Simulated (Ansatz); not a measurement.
# Dielectric function and optical constants of Rh

Aim: the dielectric function of Rh, and the optical constants that follow from it. The cell comes from an older database entry, whose edges can differ from later determinations, mostly by under a per cent.

Program: Ansatz 0.2.0. Level of theory: DFT, PBE, plane-wave PAW, default files, scalar-relativistic, independent-particle optical response without local fields. Results are calculated unless marked as measured.

The database entry behind the starting cell differs from later determinations by our own check (an axis about 0.2 % short against later determinations), so it need not match the best structure at ambient conditions.

## Step 1: Starting point

It takes space group Fm-3m (No. 225, cubic). Conventional cell: a = 3.796 Å, b = 3.796 Å, c = 3.796 Å, α = 90.00°, β = 90.00°, γ = 90.00°. Nearest to Rh lie 12 Rh at 2.68 Å.

Coordinates:

```cif
data_structure
_symmetry_space_group_name_H-M 'P 1'
_symmetry_Int_Tables_number 1
_cell_length_a 2.6840
_cell_length_b 2.6840
_cell_length_c 2.6840
_cell_angle_alpha 60.000
_cell_angle_beta 60.000
_cell_angle_gamma 60.000
_cell_volume 13.67
loop_
_atom_site_label
_atom_site_type_symbol
_atom_site_fract_x
_atom_site_fract_y
_atom_site_fract_z
_atom_site_occupancy
Rh1 Rh 0.00000 0.00000 0.00000 1
```

## Step 2: Ground state and bands

First the ground state: is it a metal or has it a gap?

This step: DFT, PBE, plane-wave PAW, default files, scalar-relativistic, ground state (Ansatz 0.2.0).

Input file input.yaml:

```yaml
crystal:
  lattice:
    - [0.0, 1.89785, 1.89785]
    - [1.89785, 0.0, 1.89785]
    - [1.89785, 1.89785, 0.0]
  atoms:
    - { symbol: Rh, position: [0.0, 0.0, 0.0] }
kpoints:
  mp_grid: { grid: [10, 10, 10] }
  band_path:
    path:
      - [[0.0, 0.0, 0.0], [0.5, 0.0, 0.5], [0.5, 0.25, 0.75], [0.375, 0.375, 0.75], [0.0, 0.0, 0.0], [0.5, 0.5, 0.5], [0.625, 0.25, 0.625], [0.5, 0.25, 0.75], [0.5, 0.5, 0.5], [0.375, 0.375, 0.75]]
      - [[0.625, 0.25, 0.625], [0.5, 0.0, 0.5]]
    npoints: 6
scf:
  occupations: { method: fermi_dirac, width: 0.05 }
  n_extra_bands: 6
hamiltonian:
  xc: pbe
  pseudopotentials: { kind: paw }
output:
  forces: true
  stress: true
  populations: true
  write_bands: true
  write_density: true
  write_potential: true
  elf: true
  volumetric_format: npy
```

The run is started by

```sh
> ansatz run input.yaml --threads 4 --pin off --max-ram 8192MiB --backend cpu --events-out ev --progress --plain --runs-dir out
```

Numbers of over 12 decimals in the logs are rounded to 6 here.

The log of the run:

```text
scf.n_extra_bands = 6 over 9 filled bands (N_el = 17.0): the run solves 15 bands
Engine: ansatz 0.2.0, aarch64-unknown-linux-gnu
Pseudopotentials: kind: paw
Pseudopotential: Rh, paw, valence charge 17, recommended cutoff 420 eV (normal), Rh.paw.azcp
Functional definition: PBE
  parameter kappa = 0.804
  parameter beta = 0.066725
  exchange = pbe_x(kappa = kappa, mu = beta*pi^2/3)
  correlation = pbe_c(beta = beta)
Crystal: 1 atoms, lattice volume = 13.671 Å³
Basis set: ecut = 420 eV, 283 PW (Γ), exchange–correlation on 36×36×36 points (8 copies of the dense FFT grid, shifted against one another)
Bands: 15, of which v1, the nominal top of the filled ones, is band 9 counted from 1 (8 counted from 0)
Symmetry: 48 space group operations
Space group: Fm-3m (ITA 225), of the structure as read, at distance tolerance 2.4e-5 Å
k-points: 47 of 1000
Non-local potential: Rh, projectors of the file, l = 0: 3, l = 1: 2, l = 2: 2, l = 3: 1
PAW form: soft (Blöchl's): semilocal exchange-correlation on the pseudo side does not see the compensation charge
PAW one-centre angular grid: Rh, 590 points (default); XC on 64 Gauss nodes
Initial density: superposition of atomic densities (neutral atoms: chi_scale 0, normalization atom), corrected by the library's trained network
Initial wavefunctions: pseudopotential atomic-orbital guess
Functional: x = pbe(κ = 0.804, μ = 0.219515), c = pbe(β = 0.066725)
SCF iter   1: F=—  HF=-6402.895042 eV  |F-HF|=—  |Δ(HF+E_count)|=         —  Δρ=3.40e-3  dr2=2.89e-4  ethr=1.77e-3  ⟨swp⟩=5.5  Hψ=3776  notcnv=0  defer=3
preconditioner: auto → none  [metal: Δε(μ)=0.072 eV  Ē_g=18.212 eV  σ=0.050 eV  W_gap=0.31  n_scr=0 (ndim 8)  ℏωp=30.1 eV  f_vac=0.000  D(μ)=1.52/eV (n_scr^D=14)]
SCF iter   2: F=—  HF=-6402.895184 eV  |F-HF|=—  |Δ(HF+E_count)|=   1.42e-4  Δρ=1.69e-3  dr2=6.21e-5  ethr=1.70e-6  ⟨swp⟩=2.7  Hψ=1500  notcnv=0  defer=41
SCF iter   3: F=—  HF=-6402.895229 eV  |F-HF|=—  |Δ(HF+E_count)|=   4.47e-5  Δρ=7.38e-4  dr2=1.34e-5  ethr=3.65e-7  ⟨swp⟩=2.1  Hψ=871  notcnv=0  defer=41
SCF iter   4: F=—  HF=-6402.895242 eV  |F-HF|=—  |Δ(HF+E_count)|=   1.33e-5  Δρ=5.72e-5  dr2=2.22e-7  ethr=7.90e-8  ⟨swp⟩=2.1  Hψ=890  notcnv=0  defer=41
iter 5 did not close the SCF: its close was put off for the readings that it lacked (scf_convergence_deferred on its scf_iter line)
SCF iter   5: F=-6402.895242 eV  HF=-6402.895242 eV  |F-HF|=9.64e-9  |Δ(HF+E_count)|=   2.57e-8  Δρ=1.79e-5  dr2=2.05e-8  ethr=1.30e-9  ⟨swp⟩=2.3  Hψ=985  notcnv=0  defer=41
SCF iter   6: F=-6402.895242 eV  HF=-6402.895242 eV  |F-HF|=3.05e-10  |Δ(HF+E_count)|=   4.66e-9  Δρ=2.21e-6  dr2=4.72e-10  ethr=1.21e-10  ⟨swp⟩=8.4  Hψ=3827  notcnv=0
SCF 1 converged in 6 iterations: F = -6402.895242 eV  dr2 = 4.72e-10
  greatest PAW one-centre occupation: 1.000 electrons in one spin orbital (limit 2), on the Rh atom at site 0 (counted from 0), in its partial waves of l = 0
NSCF: frozen V_eff on 62 k-points
SCF converged after 6 iterations
Free energy (F): -6402.895242 eV
Harris-Foulkes:  -6402.895242 eV  (|F-HF|=3.05e-10)
Internal energy: -6402.882859 eV  (E = F + TS)
E sigma→0 (E₀):  -6402.889051 eV
Entropy (-TS):   -0.012384 eV (-12.384 meV/atom)
Fermi energy:    22.583644 eV
--- Per-component energies (eV) ---
  E_band       = -82.873513
  E_kinetic    = 573.710510
  E_local      = -1556.271125  (includes V_loc(G=0)·N_el)
  E_nonlocal   = 354.479099
  E_hartree    = 547.560265
  E_xc         = -222.139602
  E_vxc        = -278.901261  (∫ρ·V_xc dr)
  E_paw        = -3586.866645  (= ΣΔE_a)
  E_vpaw       = -271.013065  (= ΣTr[D̂ρ^β])
  E_aug_tail   = 0.000839  (compensation charges beyond the density's cutoff)
  E_ewald      = -2513.356200
  E_smearing   = -0.012384  (= −TS)
  E_closure    = 0.000000  (closes the sum)
  Σ components = -6402.895242   (vs F -6402.895242, Δ=0.00e0)
--- Forces (eV/Å), atoms counted from 1 ---
  atom   1  Rh     0.00000000     0.00000000     0.00000000
  max |Σ_I F_I| component: 9.04e-32 eV/Å
--- Stress (GPa, compression-positive) ---
        7.417939      -0.000000       0.000000
       -0.000000       7.417939      -0.000000
        0.000000       0.000000       7.417939
  P = ⅓ Tr σ = 7.4179 GPa (74.179 kbar)
--- Band table (eV; the first three rows and the last of 47) ---
  k-point 0: bands = [... 5 lower, 19.4428, 19.4428, 19.4428, 21.5492, 21.5492, 38.3495, 43.7162, 43.7162, ... 2 higher]
  k-point 1: bands = [... 5 lower, 19.2789, 19.5917, 19.5917, 21.4734, 21.4734, 38.9000, 41.9726, 44.2961, ... 2 higher]
  k-point 2: bands = [... 5 lower, 19.1016, 19.8178, 19.8178, 21.5005, 21.5005, 39.0939, 39.9238, 45.8508, ... 2 higher]
  k-point 46: bands = [... 5 lower, 17.9546, 19.6227, 21.5528, 23.5518, 30.8168, 33.4772, 33.9189, 35.2962, ... 2 higher]
--- Löwdin populations: 1 site ---
  site symbol       q [e]
     0     Rh     16.8970
  spilling = 0.006060 (of n_electrons = 17.000000)
```

Run time: 1.7 s. Hardware: 4 threads of Arm Neoverse V2, shared host; peak memory 0.28 GiB.

The column dr2 measures how far the density is from self-consistency, as an energy; F and HF (Harris–Foulkes) agree once it is small.

This step gave:

* free energy: -6402.8952 eV
* Fermi energy: 22.58 eV
* electrons: 17
* symmetry operations: 48
* pressure: 7.418 GPa
* volume: 13.67 Å³
* gap on the path: 0 eV

There are states at the Fermi level within the smearing, so the occupations stay smeared and the carriers get a Drude term. The cell is left with a pressure of 7.4 GPa, as it stands unrelaxed at this level.

Electronic bands along the path, in eV, zero at the Fermi level; # counts the bands kept:

```
    point     #1     #2     #3     #4     #5     #6     #7     #8
        Γ  -8.03  -3.14  -3.14  -3.14  -1.03  -1.03  15.77  21.13
  halfway  -5.70  -4.76  -1.97  -1.50  -1.50  -0.30  18.24  18.79
        X  -6.40  -6.03   0.51   0.96   0.96   3.24  12.30  13.28
  halfway  -5.85  -5.48  -1.38  -0.26   0.97   6.03  11.72  12.35
        W  -5.09  -3.87  -3.87  -1.25   0.97   9.63   9.63  11.26
  halfway  -5.31  -4.67  -2.77  -0.98   0.70   8.33   9.19  11.94
        K  -5.59  -4.84  -2.11  -0.73   0.35   7.88   8.61  12.06
  halfway  -5.23  -4.06  -2.98  -1.96  -1.92   0.83  15.22  16.80
        Γ  -8.03  -3.14  -3.14  -3.14  -1.03  -1.03  15.77  21.13
  halfway  -6.24  -3.26  -2.78  -2.78  -0.87  -0.87  15.04  17.36
        L  -6.20  -3.22  -3.22   0.54   0.54   0.69   8.66  15.32
  halfway  -5.37  -3.94  -2.35  -2.35   0.38   4.71   8.47  15.78
        U  -5.59  -4.84  -2.11  -0.73   0.35   7.88   8.61  12.06
  halfway  -5.31  -4.67  -2.77  -0.98   0.70   8.33   9.19  11.94
        W  -5.09  -3.87  -3.87  -1.25   0.97   9.63   9.63  11.26
  halfway  -5.07  -4.22  -2.71  -2.06   0.35   5.42   8.46  15.98
        L  -6.20  -3.22  -3.22   0.54   0.54   0.69   8.66  15.32
  halfway  -5.37  -3.94  -2.35  -2.35   0.38   4.71   8.47  15.78
        K  -5.59  -4.84  -2.11  -0.73   0.35   7.88   8.61  12.06
jump to U  -5.59  -4.84  -2.11  -0.73   0.35   7.88   8.61  12.06
  halfway  -6.14  -5.73  -0.43   0.12   0.80   5.03  11.45  12.41
        X  -6.40  -6.03   0.51   0.96   0.96   3.24  12.30  13.28
```

The electronic bands as a text plot (rows in eV, shown from -8.0 to 8.0 only):

```
    7.7 |               **                    **             *
    7.0 |           *                               *         *
    6.3 |                                    *              *
    5.7 |                 *                          *
    5.0 |          *                        *              *   *
    4.3 |
    3.7 |         *                                   *         *
    3.0 |        *         **              *              *
    2.3 |                                              *
    1.7 |       *                         *              *
    1.0 |        *******     **          *       ***    *      **
    0.3 |     ******    **              *********   *************
   -0.3 |    ***   *      *    *       ** *              *    **
   -1.0 |****       ****** **   *******       ******   *     *
   -1.7 |  ***            ******           * *      * *   * * *
   -2.3 |  **       *   **     *       *    * ***    *     * *
   -3.0 |**          * *  *  *************** *   *   ****** *
   -3.7 | *           *   ***  ***  **     **     *** **  **
   -4.3 |  **        **    ****              **  * ***      *
   -5.0 |    *      *******  **              * *******      ***
   -5.7 |    **** ***   **                 ** ***     *   ** ***
   -6.3 |       ****           *      *****            ***     **
   -7.0 |  **                       **
   -7.7 | *                     ** *
         Γ       X    W  K        Γ      L     U  W     L   K|U X
```

Valence density in the ac plane of the conventional cell at fractional y = 0.000, with atoms of Rh within 0.2 Å of it. It is the smooth field of the valence electrons, not physical close to the nuclei.

Ten even steps from '0' (0 e/Å³) to '9' (14 e/Å³), each cell a mean:
```
86300000000147
53100000000024
11000000000001
00000000000000
00000133210000
00001367520000
00001589730000
00001478630000
00000245310000
00000011100000
00000000000000
32100000000013
75200000000136
97300000000158
```

Electrostatic potential energy in the ac plane of the conventional cell at fractional y = 0.000, with atoms of Rh within 0.2 Å of it. With pseudopotentials it is smooth inside the atoms' cores, unlike the true potential.

Values in eV, 14 rows by 14 columns, each cell a mean:
```
-70 -60 -33   3  20  24  25  25  25  23  15 -12 -46 -67
-51 -39 -14  11  21  23  24  24  24  23  18   2 -25 -46
-16  -7   8  18  21  21  20  19  20  21  20  15   2 -12
 14  17  19  21  18  11   3   0   6  15  20  20  18  15
 23  23  22  19   8 -14 -33 -38 -27  -5  15  21  23  23
 25  25  23  17  -7 -39 -60 -64 -53 -27   6  20  24  25
 25  25  23  14 -16 -51 -70 -72 -64 -38   0  19  24  25
 25  25  23  15 -12 -46 -67 -70 -60 -33   3  20  24  25
 24  24  23  18   2 -25 -46 -51 -39 -14  11  21  23  24
 19  20  21  20  15   2 -12 -16  -7   8  18  21  21  20
  0   6  15  20  20  18  15  14  17  19  21  18  11   3
-38 -27  -5  15  21  23  23  23  23  22  19   8 -14 -33
-64 -53 -27   6  20  24  25  25  25  23  17  -7 -39 -60
-72 -64 -38   0  19  24  25  25  25  23  14 -16 -51 -70
```

[end of part 1 of 2]

[Logs are printed without paths, hosts, clocks, repeated set-up lines and the standing remarks that a program may print on its own settings, such as how far it seeks lower states.]

[Hosts, paths, dates, database ids (printed as entryN), source tags and the programs' standing remarks are cut or masked in the printed files.]
